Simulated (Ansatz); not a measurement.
# linear Tc chain: one chain at several levels of theory, part 2 of 4

Wanted: the relaxed geometry and the open channels of the linear Tc chain, by several methods.

Ansatz 0.2.0; DFT PBE, plane waves, PAW; relaxation of a chain's period (the session's first sound run).

So far. Step 2 (The relaxed wire, level PBE, cutoff 500 eV): The cell's length comes to 2.169 Å with no moment. That is -21 % against the start, more than a small adjustment.

## Step 3: The wire at its relaxed period, level PBE, k-mesh 1×1×37

This step: DFT PBE, plane waves, PAW; channels and complex bands of a perfect chain (Ansatz 0.2.0).

At the relaxed period the Bloch states of the perfect chain are found at each energy: those that move forward count the open channels, and those that decay describe how a disturbance dies away inside the wire itself. An energy step of 0.035 eV is under the 0.039 eV that the program asks for its thermal average at 300 K.

File input.yaml:

```yaml
crystal:
  lattice:
    - [7.5, 0.0, 0.0]
    - [0.0, 7.5, 0.0]
    - [0.0, 0.0, 2.1685796436]
  atoms:
    - { symbol: Tc, position: [0.5, 0.5, 0.0] }
kpoints:
  mp_grid: { grid: [1, 1, 37] }
  band_path: { path: ["Γ", Z], npoints: 60 }
scf:
  occupations: { method: fermi_dirac, width: 0.05 }
hamiltonian:
  xc: pbe
output:
  transmission:
    e_range: [-2, 2]
    de: 0.035
    kmesh: [1, 1]
    reduced_basis: true
    leads: [[0, 0]]
  dos: { projected: true, e_range: [-6, 4] }
  write_potential: true
  write_density: true
  volumetric_format: npy
  elf: true
```

Command:

```bash
ansatz run input.yaml --threads 4 --pin off --max-ram 8192MiB --backend cpu --events-out ev --progress --plain --runs-dir out
```

Numbers of over 12 decimals in the logs are rounded to 6 here.

The program printed:

```text
[...]
Crystal: 1 atoms, lattice volume = 121.983 Å³
Basis set: ecut = 500 eV, 3055 PW (Γ)
Bands: 12, of which v1, the nominal top of the filled ones, is band 8 counted from 1 (7 counted from 0)
Symmetry: 16 space group operations
[...]
k-points: 19 of 37
[...]
SCF iter   1: F=—  HF=-5394.716613 eV  |F-HF|=—  |Δ(HF+E_count)|=         —  Δρ=3.47e-2  dr2=3.22e0  ethr=3.10e-3  ⟨swp⟩=6.4  Hψ=1413  notcnv=0
[...]
SCF iter   7: F=-5393.765598 eV  HF=-5393.765598 eV  |F-HF|=2.54e-8  |Δ(HF+E_count)|=   1.69e-8  Δρ=5.17e-6  dr2=1.44e-8  ethr=6.67e-10  ⟨swp⟩=5.0  Hψ=974  notcnv=0
SCF 1 converged in 7 iterations: F = -5393.765598 eV  dr2 = 1.44e-8
[...]
NSCF: frozen V_eff on 61 k-points
transmission: 3 of 18 steps passed
transmission: 6 of 18 steps passed
[...]
transmission: 18 of 18 steps passed
WARN: The output density's exchange-correlation potential varies sharply where the density is thin. Do not read a vacuum level from v_tot or v_xc, or from such a field of the output density. On a cell that repeats whose density bears no net charge and no dipole along the vacuum's axis use v_es (v_loc + v_h of the components); under efield.dipole_correction with no amplitude use v_es + v_field, which holds any externa [...]
SCF converged after 7 iterations
Free energy (F): -5393.765598 eV
[...]
Internal energy: -5393.753084 eV  (E = F + TS)
E sigma→0 (E₀):  -5393.759341 eV
Entropy (-TS):   -0.012514 eV (-12.514 meV/atom)
Fermi energy:    -1.571271 eV
[...]
--- Band table (eV; the first three rows and the last of 19) ---
  k-point 0: bands = [... 4 lower, -6.9420, -3.0420, -2.9385, -2.9257, 0.9439, 0.9439, 2.4224, 2.4224]
  k-point 1: bands = [... 4 lower, -6.8671, -3.0196, -2.9257, -2.9130, 0.8763, 0.8763, 2.4248, 2.4248]
  k-point 2: bands = [... 4 lower, -6.6445, -2.9522, -2.8875, -2.8750, 0.6716, 0.6716, 2.4460, 2.4460]
  k-point 18: bands = [... 4 lower, -5.7364, -5.7364, -0.7759, -0.7749, 1.2025, 5.0674, 8.9094, 8.9094]
--- Transmission ---
  basis      : 593 plane waves across, 3 finite elements along
  points     : 1, standing for a mesh of 1 x 1
  filling    : by the input's occupations and mesh, since the crystals that have channels conduct as metals do. If one of these is a semiconductor, that mesh has misplaced its level
  energies   : 115 from -2.000000 to 1.990000 eV about the Fermi level, 0.035000 eV apart; the leads are filled to 0.000000 eV, and channels, transmission and decay are at -0.005000 eV
  crystal 0  : Tc1, at the sites [0, 0], period 2.1686 Å: whole cells are its period
    offset         : up to 0.0000 Å between an atom of the period and one for which it stands
    filled         : 21.0 meV under the level at which it is neutral
    channels       : 6.000000e0 a spin
    conductance    : 8.2646e14 S/m² at 300 K; may be off by some 0.0 % by where its bands' edges are placed, 0.0 % from the distance to neutral
```

Elapsed: 11 s, on 4 threads of Arm Neoverse V1, shared host; peak memory 0.48 GiB; 38 s of CPU time.

This step gave:

```
energy at zero smearing                                  : -5393.7593 eV
channels at the energy nearest the Fermi level, one spin : 6
conductance of the lead as this run defines it           : 6.000 G₀
band gap                                                 : 0 eV
```

Table of open channels of the lead, one spin by energy, zero at the Fermi level:

```
energy (eV)  open channels of the lead, one spin
      -2.00                                    3
      -1.90                                    3
      -1.79                                    3
      -1.69                                    3
      -1.58                                    3
      -1.48                                    3
      -1.37                                    4
      -1.23                                    6
      -1.12                                    6
      -1.02                                    6
      -0.92                                    6
      -0.81                                    6
      -0.70                                    6
      -0.60                                    6
      -0.49                                    6
      -0.39                                    6
      -0.28                                    6
      -0.18                                    6
      -0.07                                    6
      -0.01                                    6
       0.07                                    6
       0.17                                    6
       0.28                                    6
       0.38                                    6
       0.48                                    6
       0.59                                    6
       0.69                                    6
       0.80                                    6
       0.91                                    4
       1.01                                    4
       1.11                                    4
       1.22                                    4
       1.36                                    4
       1.47                                    4
       1.57                                    4
       1.68                                    4
       1.78                                    4
       1.89                                    4
       1.99                                    4
```

The slowest values at each energy, most degenerate partners merged, listed up to 1.5 1/Å. The Im kz of the slowest decaying states by energy, zero at the Fermi level:

```
energy (eV)  decay 1 (Å⁻¹)  decay 2 (Å⁻¹)  decay 3 (Å⁻¹)  decay 4 (Å⁻¹)
     -2.000          0.384          0.536          0.542           1.24
     -1.790          0.297          0.441          0.449           1.21
     -1.615          0.199          0.340          0.350           1.20
     -1.405          0.134          0.156           1.17           1.26
     -1.195           1.15           1.24           1.37              -
     -0.985           1.12           1.21           1.35              -
     -0.810           1.10           1.19           1.33           1.50
     -0.600           1.08           1.17           1.31           1.48
     -0.390           1.05           1.15           1.29           1.46
     -0.215           1.03           1.13           1.27           1.45
     -0.005          0.999           1.10           1.25           1.43
      0.205          0.971           1.07           1.22           1.41
      0.415          0.941           1.05           1.20           1.39
      0.590          0.916           1.03           1.18           1.37
      0.800          0.884          0.998           1.16           1.35
      1.010          0.250          0.250          0.852          0.969
      1.185          0.333          0.333          0.823          0.945
      1.395          0.405          0.405          0.788          0.915
      1.605          0.461          0.462          0.751          0.884
      1.815          0.508          0.508          0.712          0.851
```

The electronic bands at the labelled points (eV, zero at the Fermi level):

```
  point  band 5  band 6  band 7  band 8  band 9  band 10  band 11  band 12
      Γ   -5.37   -1.47   -1.37   -1.35    2.52     2.52     3.99     3.99
halfway   -1.45   -1.45   -0.58   -0.40   -0.39     0.99     5.70     5.70
      Z   -4.17   -4.17    0.80    0.80    2.79     6.66    10.56    10.56
```

The electronic bands as a text plot (rows in eV, shown from -5.4 to 4.0 only):

```
    3.8 |**                                   **
    3.4 |                                    *
    3.0 |                                  **
    2.6 |***                              *               *******
    2.2 |   *****                        *            ****
    1.8 |        ***                   **          ***
    1.5 |           ***               *          **
    1.1 |              *             *        ***
    0.7 |               **         **      ***      *************
    0.3 |                 ***    **      **  *******
   -0.1 |                    ****     *******
   -0.5 |                 **** *******
   -0.9 |             ********** ****
   -1.3 |**************          ****
   -1.7 |*                      *    **
   -2.1 |                     **       ***
   -2.4 |                   **            **
   -2.8 |                 **                ****
   -3.2 |                *                      ***
   -3.6 |              **                          ****
   -4.0 |             *                                **********
   -4.4 |          ***
   -4.8 |       ***
   -5.2 |*******
         Γ                                                      Z
```

ELF in the ca plane at fractional y = 0.500, with atoms of Tc within 0.2 Å of it. It is the smooth field of the valence electrons, not physical close to the nuclei.

Values, 24 rows by 11 columns, each cell a mean:
```
0.03 0.03 0.03 0.02 0.02 0.02 0.02 0.02 0.02 0.03 0.03
0.05 0.05 0.05 0.04 0.04 0.04 0.04 0.04 0.04 0.05 0.05
0.08 0.08 0.08 0.08 0.08 0.08 0.08 0.08 0.08 0.08 0.08
0.11 0.12 0.12 0.13 0.13 0.14 0.14 0.13 0.13 0.12 0.12
0.15 0.15 0.17 0.19 0.21 0.22 0.22 0.21 0.19 0.17 0.15
0.17 0.18 0.20 0.24 0.28 0.31 0.31 0.28 0.24 0.20 0.18
0.17 0.18 0.21 0.26 0.32 0.37 0.37 0.32 0.26 0.21 0.18
0.18 0.19 0.20 0.24 0.31 0.38 0.38 0.31 0.24 0.20 0.19
0.35 0.33 0.29 0.26 0.29 0.35 0.35 0.29 0.26 0.29 0.33
0.68 0.65 0.57 0.43 0.32 0.31 0.31 0.32 0.43 0.57 0.65
0.60 0.67 0.72 0.65 0.44 0.29 0.29 0.44 0.65 0.72 0.67
0.16 0.39 0.67 0.71 0.52 0.30 0.30 0.52 0.71 0.67 0.39
0.46 0.58 0.71 0.68 0.48 0.30 0.30 0.48 0.68 0.71 0.58
0.72 0.71 0.66 0.53 0.36 0.30 0.30 0.36 0.53 0.66 0.71
0.47 0.45 0.37 0.30 0.29 0.33 0.33 0.29 0.30 0.37 0.45
0.21 0.21 0.21 0.24 0.30 0.37 0.37 0.30 0.24 0.21 0.21
0.17 0.18 0.20 0.25 0.32 0.38 0.38 0.32 0.25 0.20 0.18
0.18 0.18 0.21 0.25 0.30 0.33 0.33 0.30 0.25 0.21 0.18
0.16 0.17 0.18 0.21 0.24 0.26 0.26 0.24 0.21 0.18 0.17
0.13 0.13 0.14 0.15 0.16 0.16 0.16 0.16 0.15 0.14 0.13
0.09 0.09 0.09 0.10 0.10 0.10 0.10 0.10 0.10 0.09 0.09
0.06 0.06 0.06 0.05 0.05 0.05 0.05 0.05 0.05 0.06 0.06
0.04 0.03 0.03 0.03 0.03 0.02 0.02 0.03 0.03 0.03 0.03
0.02 0.02 0.02 0.02 0.02 0.02 0.02 0.02 0.02 0.02 0.02
```
Columns run along c (2.2 Å), rows up along a (7.5 Å). Atoms in or near the plane, at fractional coordinates: Tc at (0.00, 0.50).

Electrostatic potential energy in the ca plane at fractional y = 0.500, with atoms of Tc within 0.2 Å of it. With pseudopotentials it is smooth inside the atoms' cores, unlike the true potential.

Values in eV, 24 rows by 11 columns, each cell a mean:
```
   3    3    3    3    3    3    3    3    3    3    3
   3    3    3    3    3    3    3    3    3    3    3
   3    3    3    3    3    3    3    3    3    3    3
   3    3    3    3    3    3    3    3    3    3    3
   3    3    3    3    3    3    3    3    3    3    3
   2    2    2    3    3    3    3    3    3    2    2
   1    1    1    2    2    2    2    2    2    1    1
  -3   -3   -2   -1    0    0    0    0   -1   -2   -3
 -14  -13  -10   -7   -4   -2   -2   -4   -7  -10  -13
 -56  -50  -35  -20  -11   -7   -7  -11  -20  -35  -50
-119 -114  -91  -51  -23  -14  -14  -23  -51  -91 -114
-124 -124 -122  -75  -33  -17  -17  -33  -75 -122 -124
-124 -122 -107  -62  -27  -15  -15  -27  -62 -107 -122
 -85  -78  -55  -30  -15  -10  -10  -15  -30  -55  -78
 -23  -21  -15  -10   -6   -4   -4   -6  -10  -15  -21
  -6   -5   -4   -2   -1    0    0   -1   -2   -4   -5
   0    0    0    1    1    2    2    1    1    0    0
   2    2    2    2    2    3    3    2    2    2    2
   3    3    3    3    3    3    3    3    3    3    3
   3    3    3    3    3    3    3    3    3    3    3
   3    3    3    3    3    3    3    3    3    3    3
   3    3    3    3    3    3    3    3    3    3    3
   3    3    3    3    3    3    3    3    3    3    3
   3    3    3    3    3    3    3    3    3    3    3
```
Columns run along c (2.2 Å; values clipped at the 3rd and 97th percentile), rows up along a (7.5 Å). Atoms in or near the plane, at fractional coordinates: Tc at (0.00, 0.50).

Valence density in the ca plane at fractional y = 0.500, with atoms of Tc within 0.2 Å of it. It is the smooth field of the valence electrons, not physical close to the nuclei.

Ten even steps from '0' (0.0 e/Å³) to '9' (7.2 e/Å³), each cell a mean:
```
00000000000
00000000000
00000000000
00000000000
00000000000
00000000000
00000000000
00000000000
10000000000
44210000124
99741111479
89962112699
99852112589
66421001246
11100000011
00000000000
00000000000
00000000000
00000000000
00000000000
00000000000
00000000000
00000000000
00000000000
```
Columns run along c (2.2 Å), rows up along a (7.5 Å). Atoms in or near the plane, at fractional coordinates: Tc at (0.00, 0.50).

By hand: the program gives 8.2646 × 10^14 S/m² over the cell's cross-section of 56.25 Å² = 5.625 × 10^-19 m², so one cell conducts 4.649 × 10^-4 S. Divided by G0 = 2e²/h = 7.748 × 10^-5 S this is 6.00 G0, a resistance of 2.15 kΩ.

At the computed energy nearest the Fermi level there are 6 channels a spin, and the thermal average gives 6.00 G₀.

## Step 4: Relaxing the period

This step: DFT r2SCAN, plane waves, PAW; relaxation of a chain's period (Ansatz 0.2.0).

The relaxation is repeated under another functional. r2SCAN also reads the kinetic-energy density; it often gives larger moments and wider gaps than PBE, at a higher cost.

File input.yaml:

```yaml
crystal:
  lattice:
    - [7.5, 0.0, 0.0]
    - [0.0, 7.5, 0.0]
    - [0.0, 0.0, 2.7342]
  atoms:
    - { symbol: Tc, position: [0.5, 0.5, 0.0], spin: 2.0 }
magnetization:
  spin_polarized: true
kpoints:
  mp_grid: { grid: [1, 1, 30] }
scf:
  occupations: { method: fermi_dirac, width: 0.05 }
hamiltonian:
  xc: r2scan
relax:
  cell: { fix: [a, b, alpha, beta, gamma] }
  max_steps: 60
```

The program printed:

```text
[...]
Crystal: 1 atoms, lattice volume = 153.799 Å³
Basis set: ecut = 500 eV, 3865 PW (Γ), exchange–correlation on 240×240×80 points (64 copies of the dense FFT grid, shifted against one another)
Bands: 13, of which v1, the nominal top of the filled ones, is band 8 counted from 1 (7 counted from 0)
Symmetry: 16 space group operations
[...]
-0.271822       0.000000       0.000000
        0.000000      -0.271822       0.000000
        0.000000       0.000000       0.039895
  P = ⅓ Tr σ = -0.1679 GPa (-1.679 kbar)
--- Relaxed structure (8 steps of the walk, 7 accepted, 1 SCFs on fresh bases) ---
[...]
cell:  # Å, volume = 127.6049 Å³
    - [7.5, 0.0, 0.0]
    - [0.0, 7.5, 0.0]
    - [0.0, 0.0, 2.268532]
  atoms:
    - { symbol: Tc, position: [0.5, 0.5, 0.0] }
[key lines of the parts left out:]
SCF converged after 11 iterations
Magnetization: 2.1983 μB (8.5992 up, 6.4008 down)
Free energy (F): -5405.096495 eV
Fermi energy:    -1.456256 eV
```

The job ended after 46 s (4 threads; peak memory 0.74 GiB; 2.9 min of CPU time).

The steps of the relaxation:

```
step  energy less that of the first step (eV)  largest force component (eV/Å)  pressure (GPa)  volume (Å³)
   1                                   0.0000                          0.0000           -0.51       153.80
   2                                  -0.0212                          0.0000           -0.42       150.53
   3                                  -0.1143                          0.0000           -0.66       143.03
   4                                  -0.1819                          0.0000           -0.38       135.53
   5                                  -0.2080                          0.0000           -0.87       130.50
   6                                  -0.1730                          0.0000            1.07       123.12
   7                                  -0.2284                          0.0000           -0.24       127.87
   8                                  -0.2285                          0.0000           -0.17       127.60
  9*                                  -0.2273                          0.0000           -0.17       127.60
```

Relaxation steps marked * repeat the geometry before them on a plane-wave basis chosen anew for their cell, so energy and pressure can jump there. Relaxation step 6 was tried and not accepted.

```
cell as run  before  after   change
      c (Å)   2.734  2.269  -17.0 %
```

The relaxed structure:

```xyz
1
Lattice="7.5000 0.0000 0.0000 0.0000 7.5000 0.0000 0.0000 0.0000 2.2685" Properties=species:S:1:pos:R:3
Tc    3.7500    3.7500    0.0000
```

The cell's length comes to 2.269 Å, +4.6 % against the first run, with an absolute moment of 2.20 μB a cell. That is -17 % against the start, more than a small adjustment.

The cell shrank by 17.0 % in its periodic edges.

## Step 5: Bands of the perfect wire, level r2SCAN, k-mesh 1×1×36

This step: DFT r2SCAN, plane waves, PAW; channels and complex bands of a perfect chain (Ansatz 0.2.0).

The channels are counted again under r2SCAN, at the period that it gave. Its window is narrower, to save time.

input.yaml, the sections that differ from step 4:

```yaml
crystal:
  lattice:
    - [7.5, 0.0, 0.0]
    - [0.0, 7.5, 0.0]
    - [0.0, 0.0, 2.2685316755]
  atoms:
    - { symbol: Tc, position: [0.5, 0.5, 0.0], spin: 1.42 }
kpoints:
  mp_grid: { grid: [1, 1, 36] }
  band_path: { path: ["Γ", Z], npoints: 60 }
output:
  transmission:
    e_range: [-0.7, 0.7]
    de: 0.035
    kmesh: [1, 1]
    reduced_basis: true
    leads: [[0, 0]]
  dos: { projected: true, e_range: [-6, 4] }
# magnetization, scf, hamiltonian: as in step 4
# relax: removed
```

The program printed:

```text
[...]
Crystal: 1 atoms, lattice volume = 127.605 Å³
Basis set: ecut = 500 eV, 3201 PW (Γ), exchange–correlation on 240×240×72 points (64 copies of the dense FFT grid, shifted against one another)
Bands: 13, of which v1, the nominal top of the filled ones, is band 8 counted from 1 (7 counted from 0)
Symmetry: 16 space group operations
[...]
k-points: 19 of 36
[...]
--- Transmission ---
  basis      : 593 plane waves across, 4 finite elements along
  points     : 1, standing for a mesh of 1 x 1
[...]
crystal 0  : Tc1, at the sites [0, 0], period 2.2685 Å: whole cells are its period
[...]
filled         : 36.7 meV over the level at which it is neutral
    channels       : 4.000000e0 up, 5.000000e0 down
[...]
[key lines of the parts left out:]
SCF converged after 18 iterations
Magnetization: 2.1975 μB (8.5987 up, 6.4013 down)
Free energy (F): -5405.087681 eV
Fermi energy:    -1.430575 eV
```

Wall time 25 s (4 threads); peak memory 0.73 GiB; 92 s of CPU time.

At the computed energy nearest the Fermi level there are 4 spin-up and 5 spin-down channels, and the thermal average gives 4.50 G₀.

(Continued in part 3 of 4.)

[Logs are printed without paths, hosts, clocks, repeated set-up lines and the standing remarks that a program may print on its own settings, such as how far it seeks lower states.]

[Hosts, paths, dates, database ids (printed as entryN), source tags and the programs' standing remarks are cut or masked in the printed files.]
